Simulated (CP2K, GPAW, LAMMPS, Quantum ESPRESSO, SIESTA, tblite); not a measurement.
# CP2K on amorphous SiO1.7 (154 atoms): settings against a plane-wave reference

Aim: run amorphous SiO1.7 (154 atoms) in CP2K and see how near its forces come to a plane-wave reference, and at what cost.

Program: CP2K 2026.2. Level of theory: the method is named at each step. Results are calculated unless marked as measured.

### Step 1. The starting structure

The cell holds 154 atoms: 57 Si and 97 O. Its edges and angles: a = 13.312 Å, b = 13.312 Å, c = 13.312 Å, α = 90.0°, β = 90.0°, γ = 90.0°. 154 atoms (57 Si, 97 O) placed at random at 2.22 g/cm³, melted at 5000 K for 10 ps at fixed volume with the Tersoff Si-O potential (Munetoh et al., Comput. Mater. Sci. 39, 334 (2007)). Quenched from 5000 K to 100 K at 10 K/ps and fixed volume, held 5 ps.

The yardstick, on the same geometry:

- method: Kohn-Sham DFT, PBE, SSSP efficiency 1.3.0 pseudopotentials, plane waves (Quantum ESPRESSO 7.5); sssp-pbe-1.3.0-efficiency, cutoffs 60/480 Ry, Γ point
- r.m.s. force component: 1.344 eV/Å
- longest force: 5.621 eV/Å
- pressure: 3.582 GPa
- time: 39 min on 2 MPI ranks of Arm Neoverse V2, shared host
- CPU time: 78 min

### Step 2. PBE, DZVP-UZH, 600/50 Ry, diagonalisation

Method: Kohn-Sham DFT, PBE, GTH-PBE pseudopotentials, Gaussian and plane waves, DZVP-MOLOPT (UZH set), diagonalisation.

File input.inp:

```
&GLOBAL
  PROJECT cell
  RUN_TYPE ENERGY_FORCE
  PRINT_LEVEL LOW
&END GLOBAL
&FORCE_EVAL
  METHOD QS
  STRESS_TENSOR ANALYTICAL
  &DFT
    BASIS_SET_FILE_NAME BASIS_MOLOPT_UZH
    POTENTIAL_FILE_NAME POTENTIAL_UZH
    &MGRID
      CUTOFF 600
      REL_CUTOFF 50
      NGRIDS 5
    &END MGRID
    &QS
      EPS_DEFAULT 1.0E-12
    &END QS
    &SCF
      SCF_GUESS ATOMIC
      EPS_SCF 5.0E-06
      MAX_SCF 200
      ADDED_MOS 19
      &DIAGONALIZATION
        ALGORITHM STANDARD
      &END DIAGONALIZATION
      &SMEAR ON
        METHOD FERMI_DIRAC
        ELECTRONIC_TEMPERATURE [K] 580
      &END SMEAR
      &MIXING
        METHOD BROYDEN_MIXING
        ALPHA 0.3
        NBROYDEN 12
      &END MIXING
      &PRINT
        &RESTART OFF
        &END RESTART
      &END PRINT
    &END SCF
    &XC
      &XC_FUNCTIONAL PBE
      &END XC_FUNCTIONAL
    &END XC
    &PRINT
      &MULLIKEN ON
      &END MULLIKEN
      &HIRSHFELD ON
        SHAPE_FUNCTION DENSITY
      &END HIRSHFELD
      &MO ON
        EIGENVALUES T
        OCCUPATION_NUMBERS T
        MO_INDEX_RANGE 394 417
        &EACH
          QS_SCF 0
        &END EACH
        ADD_LAST NUMERIC
      &END MO
    &END PRINT
  &END DFT
  &SUBSYS
    &CELL
      A 13.31250 0.00000 0.00000
      B 0.00000 13.31250 0.00000
      C 0.00000 0.00000 13.31250
    &END CELL
    &COORD
      SCALED
      Si 0.54641 0.90028 0.35957
      Si 0.26484 0.09504 0.56761
      Si 0.97832 0.64106 0.82235
      Si 0.10233 0.03684 0.73057
      Si 0.43622 0.46647 0.55761
      Si 0.26083 0.01604 0.04913
      Si 0.17024 0.72343 0.59312
      Si 0.65458 0.43279 0.65226
      Si 0.87819 0.63317 0.01663
      Si 0.48714 0.51661 0.34475
      Si 0.27649 0.30387 0.50249
      Si 0.46538 0.76078 0.07102
      Si 0.48445 0.84780 0.85296
      Si 0.97366 0.92966 0.15918
      Si 0.34031 0.53120 0.98329
      Si 0.68800 0.71739 0.36548
      Si 0.08876 0.08900 0.39661
      Si 0.14054 0.88604 0.32235
      Si 0.03030 0.22239 0.86607
      Si 0.75118 0.15953 0.76953
      Si 0.80734 0.83106 0.53694
      Si 0.66479 0.33674 0.87065
      Si 0.50056 0.25921 0.22419
      Si 0.52765 0.16273 0.81003
      Si 0.88500 0.97499 0.80144
      Si 0.21723 0.66542 0.81355
      Si 0.67523 0.65853 0.13679
      Si 0.55928 0.33415 0.44076
      Si 0.55192 0.02985 0.18002
      Si 0.13808 0.65663 0.37089
      Si 0.87547 0.17342 0.36847
      Si 0.83070 0.29852 0.18398
      Si 0.42324 0.91726 0.63560
      Si 0.03860 0.29536 0.46683
      Si 0.03953 0.91472 0.52640
      Si 0.73370 0.22109 0.55816
      Si 0.79108 0.07885 0.17693
      Si 0.17690 0.17538 0.19690
      Si 0.82110 0.20187 0.97378
      Si 0.63372 0.99884 0.55505
      Si 0.28692 0.54321 0.21973
      Si 0.97806 0.82151 0.95166
      Si 0.47336 0.99215 0.96025
      Si 0.37474 0.68561 0.64100
      Si 0.96867 0.49062 0.36300
      Si 0.14570 0.87336 0.89982
      Si 0.74067 0.49456 0.42730
      Si 0.36666 0.90224 0.22924
      Si 0.44572 0.21327 0.60246
      Si 0.15798 0.38394 0.99628
      Si 0.98394 0.45673 0.12932
      Si 0.27484 0.31541 0.26072
      Si 0.64973 0.68300 0.81923
      Si 0.58741 0.52175 0.99063
      Si 0.77353 0.63785 0.68932
      Si 0.91922 0.26731 0.66811
[... 94 atom lines left out ...]
      O 0.96677 0.84576 0.07102
      O 0.66986 0.38900 0.43692
      O 0.83035 0.18449 0.24738
      O 0.03026 0.38919 0.38794
    &END COORD
    &KIND Si
      BASIS_SET DZVP-MOLOPT-PBE-GTH-q4
      POTENTIAL GTH-PBE-q4
    &END KIND
    &KIND O
      BASIS_SET DZVP-MOLOPT-PBE-GTH-q6
      POTENTIAL GTH-PBE-q6
    &END KIND
  &END SUBSYS
  &PRINT
    &FORCES ON
    &END FORCES
    &STRESS_TENSOR ON
    &END STRESS_TENSOR
  &END PRINT
&END FORCE_EVAL
```

On the command line:

```bash
$ OMP_NUM_THREADS=1 mpirun -np 4 cp2k.psmp -i input.inp > output.txt
```

Numbers of over 12 decimals in the logs are rounded to 6 here.

The log of the run:

```text
CP2K| version string:                                       CP2K version 2026.2
 CP2K| Input file name                                                 input.inp
 GLOBAL| Basis set file name                                    BASIS_MOLOPT_UZH
 GLOBAL| Potential file name                                       POTENTIAL_UZH
 GLOBAL| Run type                                                   ENERGY_FORCE
 GLOBAL| Total number of message passing processes                             4
 GLOBAL| Number of threads for this process                                    1
 TOTAL NUMBERS AND MAXIMUM NUMBERS
  Total number of            - Atomic kinds:                                   2
                             - Atoms:                                        154
                             - Shell sets:                                   154
                             - Shells:                                       770
                             - Primitive Cartesian functions:                713
                             - Cartesian basis functions:                   2156
                             - Spherical basis functions:                   2002
  Maximum angular momentum of- Orbital basis functions:                        2
                             - Local part of the GTH pseudopotential:          2
                             - Non-local part of the GTH pseudopotential:      2
 SCF PARAMETERS         Density guess:                                    ATOMIC
                        max_scf:                                             200
                        eps_scf:                                        5.00E-06
                        added MOs                                        19    0
                        Mixing method:                            BROYDEN_MIXING
                                                charge density mixing in g-space
                        Smear method:                                FERMI_DIRAC
                        Electronic temperature [K]:                        580.0
                        Electronic temperature [a.u.]:                  1.84E-03
                        Accuracy threshold:                             1.00E-10
 Extrapolation method: initial_guess
 Number of electrons:                                                        810
 Number of occupied orbitals:                                                405
 Number of molecular orbitals:                                               424
 Number of orbital functions:                                               2002
 Number of independent orbital functions:                                   2002
 SCF WAVEFUNCTION OPTIMIZATION
  Step     Update method      Time    Convergence         Total energy    Change
     1 NoMix/Diag. 0.30E+00    6.6     1.00091716     -1789.3868721990 -1.79E+03
     2 Broy./Diag. 0.30E+00    8.2     0.60142371     -1632.3868498109  1.57E+02
     3 Broy./Diag. 0.30E+00    8.4     0.66099350     -1760.9352548139 -1.29E+02
     4 Broy./Diag. 0.30E+00    8.3     0.47621941     -1793.7141197783 -3.28E+01
 *** the last MO => Add more MOs for proper smearing.                   ***
[...]
*** the last MO => Add more MOs for proper smearing.                   ***
[...]
*** the last MO => Add more MOs for proper smearing.                   ***
[...]
28 Broy./Diag. 0.30E+00    8.3     0.00000543     -1783.5509047683 -1.59E-05
    29 Broy./Diag. 0.30E+00    8.5     0.00000260     -1783.5509106092 -5.84E-06
  *** SCF run converged in    29 steps ***
  Electronic density on regular grids:       -809.9999999999        0.0000000001
  Core density on regular grids:              809.9999999994       -0.0000000006
  Total charge density on r-space grids:       -0.0000000005
  Total charge density g-space grids:          -0.0000000005
  Overlap energy of the core charge distribution:               9.86304e-07
  Self energy of the core charge distribution:              -4614.270413
  Core Hamiltonian energy:                                   1302.712274
  Hartree energy:                                            1945.547218
  Exchange-correlation energy:                               -417.527554
  Electronic entropic energy:                                  -0.012437
  Fermi energy:                                                 0.195460
  Total energy:                                             -1783.550911
  Total energy (extrapolated to T->0):                      -1783.544692
 MO| EIGENVALUES AND OCCUPATION NUMBERS
 MO|
 MO|  Index      Eigenvalue [a.u.]        Eigenvalue [eV]             Occupation
 MO|    394               0.145238               3.952127               2.000000
 MO|    395               0.159725               4.346343               2.000000
 MO|    396               0.163220               4.441453               2.000000
[...]
MO|    416               0.216915               5.902556               0.000017
 MO|    417               0.218854               5.955307               0.000006
 MO| Sum:                                                             810.000000
 MO| E(Fermi):            0.195460 a.u.          5.318730 eV
 !-----------------------------------------------------------------------------!
                     Mulliken Population Analysis
 #  Atom  Element  Kind  Atomic population                           Net charge
       1     Si       1          3.229741                              0.770259
       2     Si       1          3.029518                              0.970482
       3     Si       1          3.369714                              0.630286
[...]
153     O        2          6.464795                             -0.464795
     154     O        2          6.474116                             -0.474116
 # Total charge                            810.000000                  0.000000
 !-----------------------------------------------------------------------------!
 !-----------------------------------------------------------------------------!
                           Hirshfeld Charges
  #Atom  Element  Kind  Ref Charge     Population                    Net charge
      1       Si     1       4.000          3.614                         0.386
      2       Si     1       4.000          3.483                         0.517
      3       Si     1       4.000          3.669                         0.331
[...]
153       O      2       6.000          6.192                        -0.192
    154       O      2       6.000          6.276                        -0.276
  Total Charge                                                           -0.000
 !-----------------------------------------------------------------------------!
 ENERGY| Total FORCE_EVAL ( QS ) energy [hartree]          -1783.550919
 FORCES| Atomic forces [hartree/bohr]
 FORCES|   Atom     x               y               z               |f|
 FORCES|      1 -4.56384198E-02 -3.75110882E-02  7.16966009E-02   9.28996753E-02
 FORCES|      2 -5.12758151E-02 -6.24780628E-02  2.80169478E-02   8.55433627E-02
 FORCES|      3 -5.60260302E-03 -3.85112939E-02 -4.55942561E-02   5.99445169E-02
[...]
FORCES|    153 -3.54557035E-02  1.20492621E-02 -6.66119674E-02   7.64162668E-02
 FORCES|    154  1.02705754E-02 -1.90963314E-02  4.75617323E-03   2.21985534E-02
 FORCES| Sum    -9.20555911E-03  2.61249564E-03  6.34039887E-03
 FORCES| Total atomic force                                       1.14790291E-02
 STRESS| Analytical stress tensor [bar]
 STRESS|                        x                   y                   z
 STRESS|      x        4.42020933585E+04  -1.57074890191E+03   4.93486994679E+03
 STRESS|      y       -1.57074890191E+03   4.08000037253E+04  -1.86829221089E+03
 STRESS|      z        4.93486994679E+03  -1.86829221089E+03   5.06024864463E+04
 STRESS| 1/3 Trace                                             4.52015278434E+04
```

The job ended after 4.4 min (4 MPI ranks of Arm Neoverse V2, shared host; peak memory 8.2 GiB; 18 min of CPU time).

Banners, paths, timers and routine set-up lines are dropped from the logs unmarked, and long logs keep their key lines alone; longer cuts are marked.

Against the reference:

| Item | Value |
| --- | --- |
| r.m.s. force component | 1.38 eV/Å |
| r.m.s. difference of force components | 98.85 meV/Å |
| longest difference of force vectors | 384.2 meV/Å |
| force difference over r.m.s. force | 7.354 % |
| slope of forces against the reference's | 1.024 |
| correlation of force components | 0.9977 |
| pressure | 4.52 GPa |
| pressure difference | 0.9385 GPa |

Length of the force difference by element (eV/Å):

```
element  atoms  mean  most
      O     97  0.15  0.38
     Si     57  0.16  0.33
```

The surroundings of O75, picked at random, nearest first, numbered as they follow in the input and with coordinates relative to it.

```csv
atom,x,y,z,distance (Å),bonds,Hirshfeld charge (e),Fx,Fy,Fz (eV/Å)
O75,0.00,0.00,0.00,0.00,2,-0.27,0.57,0.36,-1.08
Si34,1.04,-0.18,-1.24,1.63,4,0.51,0.35,1.60,0.55
Si56,-0.55,-0.56,1.44,1.63,3,0.40,2.76,2.14,0.72
O63,2.57,-0.10,-0.60,2.64,2,-0.27,0.72,0.08,0.22
O105,0.55,-1.70,-1.99,2.67,3,-0.20,2.35,2.39,1.76
O154,0.93,1.06,-2.29,2.70,2,-0.28,0.53,-0.98,0.24
O71,0.34,-0.37,2.79,2.83,2,-0.28,0.22,1.17,0.58
O109,-2.06,-1.33,1.42,2.83,3,-0.18,-2.63,-1.67,-1.19
O93,-2.17,-1.21,-1.44,2.87,2,-0.28,-1.45,1.03,2.20
```

Forces lie 7.4 % from the reference's, at 0.23 times its CPU time (on 4 against 2 cores).

The forces add up to 0.59 eV/Å instead of zero, usually a sign of too coarse a grid.

(Part 1 of 2 ends here.)

[Also dropped from logs without a mark: logging warnings of Python, and SIESTA's first energy breakdown and zero terms.]

[Logs are printed without paths, hosts, clocks, repeated set-up lines and the standing remarks that a program may print on its own settings, such as how far it seeks lower states.]

[Hosts, paths, dates, database ids (printed as entryN), source tags and the programs' standing remarks are cut or masked in the printed files.]
